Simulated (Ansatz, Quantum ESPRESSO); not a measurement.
**MgO (Periclase): from the cell to the phonon bands**

How does MgO (Periclase) vibrate, and is this structure a minimum?

Calculated with Quantum ESPRESSO 7.5; DFT LDA, scalar-relativistic, plane waves, GBRV ultrasoft pseudopotentials.

**What experiment says.**

“Fully strained epitaxial Ti1-xMgxN(001) layers” (2019, arxiv:1901.10525) reports for MgO, rock salt, by XRD reciprocal space map, 113 reflection (commercial single-crystal MgO(001) substrate): lattice constant a (cubic lattice constant of substrate) 4.212 ± 0.001 Å.

“Electronic structure of alkaline earth and post-transition metal oxides” (2009, arxiv:0908.1581) quotes from earlier work for MgO, rocksalt (bulk crystal): band gap (literature experimental gap) 7.83 eV [Literature value based on experiment; other listed experimental values range from 7.7 to …].

“Infrared Optical Properties of Ferropericlase (Mg1-xFexO): Experiment and Theory” (2007, arxiv:0704.2267) reports for MgO, rocksalt, by infrared reflectance, oscillator fit (wedged single crystal slab, 295 K): ε∞ (high-frequency dielectric constant) 2.95 ± 0.1; infrared mode (TO phonon at Gamma (T1u)) 396.5 cm⁻¹.

Report form: the programs' logs are mostly left out.

The database entry behind the starting cell differs from later determinations by our own check (about 0.1 % long), so it need not match the best structure at ambient conditions.

**1. Set-up**

The structure is cubic, space group Fm-3m (No. 225). Conventional cell: a = 4.217 Å, b = 4.217 Å, c = 4.217 Å, α = 90.00°, β = 90.00°, γ = 90.00°. Mg has 6 O at 2.11 Å nearest. Nearest to O lie 6 Mg at 2.11 Å. Farther neighbours and most contacts between anions are not listed.

Coordinates:

```cif
data_structure
_symmetry_space_group_name_H-M 'Fm-3m'
_symmetry_Int_Tables_number 225
_cell_length_a 4.2170
_cell_length_b 4.2170
_cell_length_c 4.2170
_cell_angle_alpha 90.000
_cell_angle_beta 90.000
_cell_angle_gamma 90.000
_cell_volume 74.99
loop_
_atom_site_label
_atom_site_type_symbol
_atom_site_symmetry_multiplicity
_atom_site_Wyckoff_symbol
_atom_site_fract_x
_atom_site_fract_y
_atom_site_fract_z
_atom_site_occupancy
Mg1 Mg 4 a 0.00000 0.00000 0.00000 1
O1 O 4 b 0.00000 0.50000 0.00000 1
```

**2. A probe with smearing**

A cheap run with smearing and empty bands tells whether the crystal has a gap, which decides between fixed occupations and smearing later on.

The input, probe.in:

```
 &control
    calculation='scf',
    prefix='x',
    outdir='./tmp',
    pseudo_dir='./pseudo',
    tprnfor=.true.,
    tstress=.true.,
    verbosity='high',
 /
 &system
    ibrav=0,
    nat=2,
    ntyp=2,
    ecutwfc=45.0,
    ecutrho=270.0,
    occupations='smearing',
    smearing='gaussian',
    degauss=0.01,
 /
 &electrons
    conv_thr=1.0d-07,
    mixing_beta=0.7,
    electron_maxstep=100,
 /
ATOMIC_SPECIES
 Mg     24.3050  Mg.upf
 O      15.9990  O.upf
CELL_PARAMETERS angstrom
    -2.108500000    0.000000000    2.108500000
     0.000000000    2.108500000    2.108500000
    -2.108500000    2.108500000    0.000000000
ATOMIC_POSITIONS crystal
 Mg     0.000000000   0.000000000   0.000000000
 O      0.500000000   0.500000000   0.500000000
K_POINTS automatic
 8 8 8 0 0 0
```

The run is started by

```bash
$ OMP_NUM_THREADS=1 mpirun -n 2 pw.x -nk 2 -in probe.in > probe.out
```

Run time: 4 s. Hardware: 2 MPI ranks of Arm Neoverse N1, shared host; 7.8 s of CPU time.

Numbers from this step:

- volume per atom: 9.374 Å³
- pressure: -6.253 GPa
- gap on the k-mesh: 4.646 eV

A gap of 4.6 eV opens on this mesh, so the crystal is taken as an insulator; the start stands at -6.3 GPa.

**3. Relaxation**

The harmonic expansion starts where the forces on the atoms vanish, and stress shifts the frequencies, so cell and atoms are relaxed with tight thresholds.

The input, relax.in:

```
 &control
    calculation='vc-relax',
    prefix='x',
    outdir='./tmp',
    pseudo_dir='./pseudo',
    tprnfor=.true.,
    tstress=.true.,
    forc_conv_thr=2.0d-05,
    etot_conv_thr=1.0d-07,
    nstep=40,
 /
 &system
    ibrav=0,
    nat=2,
    ntyp=2,
    ecutwfc=45.0,
    ecutrho=270.0,
    occupations='fixed',
    nbnd=10,
 /
 &electrons
    conv_thr=1.0d-11,
    mixing_beta=0.7,
    electron_maxstep=100,
 /
 &ions
 /
 &cell
    press_conv_thr=0.2,
 /
ATOMIC_SPECIES
 Mg     24.3050  Mg.upf
 O      15.9990  O.upf
CELL_PARAMETERS angstrom
    -2.108500000    0.000000000    2.108500000
     0.000000000    2.108500000    2.108500000
    -2.108500000    2.108500000    0.000000000
ATOMIC_POSITIONS crystal
 Mg     0.000000000   0.000000000   0.000000000
 O      0.500000000   0.500000000   0.500000000
K_POINTS automatic
 8 8 8 0 0 0
```

The run is started by

```bash
$ OMP_NUM_THREADS=1 mpirun -n 2 pw.x -nk 2 -in relax.in > relax.out
```

Wall time 17 s (2 MPI ranks).

The steps of the relaxation:

```tsv
step	energy less that of the first step (eV)	largest force (eV/Å)	pressure (GPa)	volume (Å³)
1	0.0000	0.0000	-6.28	18.75
2	-0.0142	0.0000	-1.28	18.15
3	-0.0147	0.0000	0.08	18.01
4	-0.0147	0.0000	0.00	18.02
5	-0.0147	0.0000	0.00	18.02
6	-0.0136	0.0000	0.06	18.02
```

```tsv
conventional cell, symmetrised	before	after	change
a (Å)	4.217	4.161	-1.3 %
b (Å)	4.217	4.161	-1.3 %
c (Å)	4.217	4.161	-1.3 %
volume (Å³/atom)	9.37	9.01	-3.9 %
```

The relaxed structure:

```
Mg O
1.0
    -2.08075    0.00000    2.08075
     0.00000    2.08075    2.08075
    -2.08075    2.08075    0.00000
Mg O
1 1
Direct
  0.00000 0.00000 0.00000
  0.50000 0.50000 0.50000
```

The last row of the table of steps is pw.x's closing run on a basis chosen anew for the final cell, so its energy can jump.

Read from the output:

* volume per atom: 9.009 Å³
* pressure: 0.05800 GPa
* gap on the k-mesh: 5.040 eV

The volume changes by -3.9 % from the cell with which this run began.

**4. Ground state**

Perturbation theory inherits every error of the wavefunctions, so the threshold is set near the limit of the arithmetic. With a gap, occupations are fixed, which also allows the response to an electric field.

The input, scf.in:

```
 &control
    calculation='scf',
    prefix='x',
    outdir='./tmp',
    pseudo_dir='./pseudo',
    tprnfor=.true.,
    tstress=.true.,
 /
 &system
    ibrav=0,
    nat=2,
    ntyp=2,
    ecutwfc=45.0,
    ecutrho=270.0,
    occupations='fixed',
    nbnd=10,
 /
 &electrons
    conv_thr=1.0d-12,
    mixing_beta=0.7,
    electron_maxstep=100,
 /
ATOMIC_SPECIES
 Mg     24.3050  Mg.upf
 O      15.9990  O.upf
CELL_PARAMETERS angstrom
    -2.080749419    0.000000000    2.080749419
     0.000000000    2.080749419    2.080749419
    -2.080749419    2.080749419    0.000000000
ATOMIC_POSITIONS crystal
 Mg     0.000000000   0.000000000   0.000000000
 O      0.500000000   0.500000000   0.500000000
K_POINTS automatic
 8 8 8 0 0 0
```

The run is started by

```bash
$ OMP_NUM_THREADS=1 mpirun -n 2 pw.x -nk 2 -in scf.in > scf.out
```

Run time: 4.5 s. Hardware: 2 MPI ranks.

The cell stands at 0.058 GPa, close enough for phonons.

**5. Linear response on the mesh**

Linear response treats each wavevector in the unit cell, with no supercell; the 4×4×4 mesh fixes the range of the force constants to be had.

The input, ph.in:

```
phonons
 &inputph
    prefix='x',
    outdir='./tmp',
    fildyn='x.dyn',
    tr2_ph=1.0d-18,
    epsil=.true.,
    ldisp=.true.,
    nq1=4,
    nq2=4,
    nq3=4,
 /
```

The run is started by

```bash
$ OMP_NUM_THREADS=1 mpirun -n 2 ph.x -nk 2 -in ph.in > ph.out
```

Run time: 23 min. Hardware: 2 MPI ranks; 46 min of CPU time.

Numbers from this step:

* miss of the charge sum rule: 9.20e-4 e
* largest acoustic frequency at the zone centre before the sum rule: -6.96 cm⁻¹
* highest optical zone-centre mode (no LO-TO term): 409.6 cm⁻¹
* lowest optical zone-centre mode: 409.6 cm⁻¹
* mean high-frequency dielectric constant: 3.186
* largest Born charge in size (third of the trace): 1.972 e
* lowest mode on the q mesh (acoustic ones at the zone centre apart): 187.6 cm⁻¹

Frequencies (cm⁻¹) at each irreducible wavevector; negative means imaginary. Frequencies by wavevector:

```tsv
q (fractions)	star	mode 1	mode 2	mode 3	mode 4	mode 5	mode 6
0 0 0	1	-6.96	-6.96	-6.96	409.6	409.6	409.6
0 0 0.25	8	187.6	187.6	329.8	399.1	399.1	681.6
0 0 -0.5	4	284.8	284.8	371	371	551.4	575.5
0 0.25 0.25	6	218.2	218.2	335.8	433.6	433.6	624.9
0 0.25 -0.5	24	284.7	335.6	421.5	446.8	455.2	561.1
0 0.25 -0.25	12	275.4	323.2	380.1	420	469.7	592.1
0 -0.5 -0.5	3	291.8	291.8	432.3	458.4	458.4	553.5
0.25 -0.5 -0.25	6	353.3	381.4	381.4	449.5	507.1	507.1
```

Born charge (rows field, columns displacement), before the sum rule (e), principal values of the symmetric part by kind of site:

```tsv
atom	atoms with these values	low	middle	high	mean
Mg1	1	1.97	1.97	1.97	1.97
O2	1	-1.97	-1.97	-1.97	-1.97
```

In full for O2:

```
-1.97  0.00  0.00
 0.00 -1.97  0.00
 0.00  0.00 -1.97
```

High-frequency dielectric tensor:

```
3.19 0.00 0.00
0.00 3.19 0.00
0.00 0.00 3.19
```

The acoustic modes at Γ come out as far as 7.0 cm⁻¹ from zero, where they should vanish, a small numerical error; the Born charges miss their sum rule by 9.2e-4 e, which is good.

**6. Force constants in real space**

The dynamical matrices of the mesh are Fourier-transformed to force constants in real space, after the long-range dipole part is taken out.

The input, q2r.in:

```
 &input
    fildyn='x.dyn',
    zasr='crystal',
    flfrc='x.fc',
 /
```

The run is started by

```bash
$ q2r.x < q2r.in > q2r.out
```

Wall time 0.53 s (1 thread).

**7. Interpolated phonon bands**

From the force constants any wavevector is cheap; points of the mesh come back as solved, but for the sum rule and, in polar crystals, the LO-TO term at Γ; the rest is interpolation.

The input, matdyn.in:

```
 &input
    asr='crystal',
    flfrc='x.fc',
    flfrq='x.freq',
    flvec='x.modes',
    q_in_band_form=.true.,
    q_in_cryst_coord=.true.,
 /
8
  0.0000000   0.0000000   0.0000000  12  ! GAMMA
 -0.0000000   0.5000000   0.5000000  12  ! X
 -0.0000000   0.6250000   0.3750000   1  ! U
 -0.3750000   0.3750000   0.0000000  12  ! K
  0.0000000   0.0000000   0.0000000  12  ! GAMMA
 -0.0000000   0.5000000  -0.0000000  12  ! L
 -0.2500000   0.5000000   0.2500000  12  ! W
 -0.0000000   0.5000000   0.5000000   1  ! X
```

The run is started by

```bash
$ matdyn.x -in matdyn.in > matdyn.out
```

Elapsed: 0.53 s, on 1 thread.

Read from the output:

```
lowest frequency on the path : 0 cm⁻¹
```

Matdyn.x, sum rule crystal. The phonon branches at the labelled points (cm⁻¹):

```tsv
point	branch 1	branch 2	branch 3	branch 4	branch 5	branch 6
Γ	0	0	0	410	410	716
halfway	218	218	336	434	434	625
X	292	292	432	458	458	554
halfway	294	324	426	450	471	547
U	300	391	407	427	499	529
jump to K	300	391	407	427	499	529
halfway	222	258	358	383	444	645
Γ	0	0	0	410	410	716
halfway	188	188	330	399	399	682
L	285	285	371	371	551	576
halfway	301	335	402	450	485	552
W	353	381	381	450	507	507
halfway	322	324	420	456	472	541
X	292	292	432	458	458	554
```

All branches are real along the path.

**8. Density of states**

Sums over the zone need many more wavevectors than were solved, so the interpolation is sampled on a dense mesh.

The input, matdyn.in:

```
 &input
    asr='crystal',
    flfrc='x.fc',
    dos=.true.,
    fldos='x.dos',
    nk1=19,
    nk2=19,
    nk3=19,
    deltaE=1.0,
 /
```

The run is started by

```bash
$ matdyn.x -in matdyn.in > matdyn.out
```

Run time: 19 s. Hardware: 1 thread.

This step gave:

| Item | Value |
| --- | --- |
| share of modes beyond 3i cm⁻¹ on the dense interpolated mesh | 0 |
| zero-point energy per atom | 75.15 meV |
| heat capacity at 300 K | 18.28 J/(mol atoms K) |
| vibrational entropy at 300 K | 13.33 J/(mol atoms K) |

The phonon density of states has structure finer than the step of the table below, so its rows give means over 20 cm⁻¹, whole bins alone (the curve runs from 0 to 716 cm⁻¹). Peaks (cm⁻¹: height): total 296.0: 0.0259, 420.0: 0.0386, 440.0: 0.0354, 552.0: 0.0127; Mg 300.0: 0.0232, 420.0: 0.0189; O 416.0: 0.0212, 440.0: 0.0210, 552.0: 0.0122.

Tetrahedra. The phonon density of states by wavenumber; means over each step; values in 1/cm⁻¹/cell:

```tsv
wavenumber (cm⁻¹)	total	Mg	O
20	1.0e-5	6.0e-6	4.0e-6
40	5.6e-5	3.1e-5	2.1e-5
60	1.8e-4	1.1e-4	7.2e-5
80	3.8e-4	2.3e-4	1.5e-4
100	6.2e-4	3.8e-4	2.3e-4
120	9.5e-4	6.0e-4	3.5e-4
140	0.00138	8.8e-4	5.0e-4
160	0.00194	0.00127	6.7e-4
180	0.00266	0.00178	8.8e-4
200	0.00363	0.00252	0.00112
220	0.00495	0.00357	0.00138
240	0.00685	0.00519	0.00166
260	0.00993	0.00797	0.00195
280	0.0172	0.0149	0.00227
300	0.0231	0.0207	0.00236
320	0.0135	0.0122	0.00137
340	0.00984	0.00878	0.00106
360	0.00826	0.00716	0.00110
380	0.0156	0.00546	0.0101
400	0.0252	0.00722	0.0179
420	0.0345	0.0161	0.0183
440	0.0313	0.0126	0.0187
460	0.0155	0.00419	0.0113
480	0.0137	0.00356	0.0102
500	0.00700	0.00199	0.00501
520	0.00440	0.00107	0.00334
540	0.0103	5.6e-4	0.00969
560	0.00984	8.2e-4	0.00903
580	0.00721	0.00133	0.00588
600	0.00527	0.00144	0.00382
620	0.00428	0.00140	0.00289
640	0.00358	0.00128	0.00229
660	0.00293	0.00111	0.00182
680	0.00225	8.8e-4	0.00137
700	0.00140	5.5e-4	8.5e-4
```

Harmonic thermodynamic functions per atom, summed over the density of states scaled to three modes an atom; melting is ignored. Thermodynamic functions:

```tsv
T (K)	F_vib (meV/atom)	S (J/mol-atom/K)	C_V (J/mol-atom/K)
0	75.15	0	0
50	75.14	0.107	0.397
100	74.86	1.229	3.816
200	70.87	6.908	13.14
300	60.34	13.33	18.28
400	43.51	18.98	20.81
500	21.29	23.78	22.17
600	-5.55	27.9	22.96
700	-36.36	31.48	23.46
800	-70.66	34.64	23.8
900	-108	37.45	24.03
1000	-148.2	40	24.2
```

At 300 K the heat capacity has reached 73 % of the Dulong-Petit value.

**9. Zone-centre analysis**

A rigid shift of the crystal must cost nothing, but grids and finite bases break this; the acoustic sum rule is imposed before the matrix is diagonalised again. With Born charges the intensities follow, and the static dielectric tensor.

The input, dynmat.in:

```
 &input
    fildyn='x.dyn1',
    asr='simple',
    fileig='dynmat.eig',
    lperm=.true.,
 /
```

The run is started by

```bash
$ dynmat.x -in dynmat.in > dynmat.out
```

It took 0.5 s on 1 thread.

Read from the output:

| Quantity | Value |
| --- | --- |
| highest optical zone-centre mode (no LO-TO term) | 409.7 cm⁻¹ |
| lowest optical zone-centre mode | 409.7 cm⁻¹ |
| mean static dielectric constant | 9.740 |

Unit eigenvectors of the mass-weighted matrix after the sum rule; no LO-TO term. The modes at Γ (shares of kinetic energy by element, %):

```tsv
mode	frequency (cm⁻¹)	symmetry	Mg %	O %
1	0.0	acoustic	60	40
2	0.0	acoustic	60	40
3	0.0	acoustic	60	40
4	409.7	T1u	40	60
5	409.7	T1u	40	60
6	409.7	T1u	40	60
```

Displacements in mode 6 (409.7 cm⁻¹), the largest set to 1:
```
Mg1 -0.21 -0.26 -0.66
O2   0.32  0.39  1.00
```

Degenerate modes summed, no LO-TO term. Lines of the infrared spectrum (strongest = 100):

```tsv
position (cm⁻¹)	lines merged	label	IR intensity, relative
410	3	T1u	100
```

Static dielectric tensor (ions relaxed, fixed cell):

```
9.74 0.00 0.00
0.00 9.74 0.00
0.00 0.00 9.74
```

The rule moves no optical mode by more than 0.1 cm⁻¹.

**10. Sum rules set otherwise: a sum rule for molecules or wires on a crystal**

This rule also removes rotations, which suits wires and not a crystal; it is tried to see the harm.

The input, dynmat.in:

```
 &input
    fildyn='x.dyn1',
    asr='one-dim',
    fileig='dynmat.eig',
    lperm=.true.,
 /
```

The run is started by

```bash
$ dynmat.x -in dynmat.in > dynmat.out
```

Elapsed: 0.5 s, on 1 thread.

The run ended normally, but on settings that are not sound.

The fault: a sum rule for molecules or wires on a crystal; 1 optical mode is projected out to zero frequency, as if it were a rotation, and the static dielectric tensor is spoilt.

For a crystal the rule has to be 'simple' or 'crystal'.

Zone-centre frequencies as printed; negative means imaginary. Modes:

```tsv
mode	frequency (cm⁻¹)
1	0
2	0
3	0
4	0
5	409.6
6	409.6
```

**11. Sum rules set otherwise (asr crystal)**

The rule can be imposed in more than one way; the choices should agree where the raw error is small.

The input, dynmat.in:

```
 &input
    fildyn='x.dyn1',
    asr='crystal',
    fileig='dynmat.eig',
    lperm=.true.,
 /
```

The run is started by

```bash
$ dynmat.x -in dynmat.in > dynmat.out
```

Elapsed: 0.5 s, on 1 thread.

This step gave:

```
highest optical zone-centre mode (no LO-TO term) : 409.6 cm⁻¹
lowest optical zone-centre mode                  : 409.6 cm⁻¹
mean static dielectric constant                  : 9.742
```

Zone-centre frequencies as printed; negative means imaginary. Modes:

```tsv
mode	frequency (cm⁻¹)
1	0
2	0
3	0
4	409.6
5	409.6
6	409.6
```

Against the first rule no mode moves by more than 0.1 cm⁻¹.

**12. Modes along a direction of q (1 0 0)**

A longitudinal polar mode sets up a macroscopic field that stiffens it; the term hangs on the direction from which q goes to zero.

The input, dynmat.in:

```
 &input
    fildyn='x.dyn1',
    asr='simple',
    fileig='dynmat.eig',
    q(1)=1.0,
    q(2)=0.0,
    q(3)=0.0,
 /
```

The run is started by

```bash
$ dynmat.x -in dynmat.in > dynmat.out
```

Elapsed: 0.49 s, on 1 thread.

Read from the output:

| Quantity | Value |
| --- | --- |
| highest mode moved by the LO-TO term | 716.3 cm⁻¹ |

Zone-centre frequencies as printed; negative means imaginary. Modes:

```tsv
mode	frequency (cm⁻¹)
1	0
2	0
3	0
4	409.7
5	409.7
6	716.3
```

The field moves one mode, from 410 to 716 cm⁻¹; the others stay.

[end of part 1 of 2]

[Host names and launcher messages were left out of these logs when they were recorded.]

[Logs are printed without paths, hosts, clocks, repeated set-up lines and the standing remarks that a program may print on its own settings, such as how far it seeks lower states.]

[Hosts, paths, dates, database ids (printed as entryN), source tags and the programs' standing remarks are cut or masked in the printed files.]
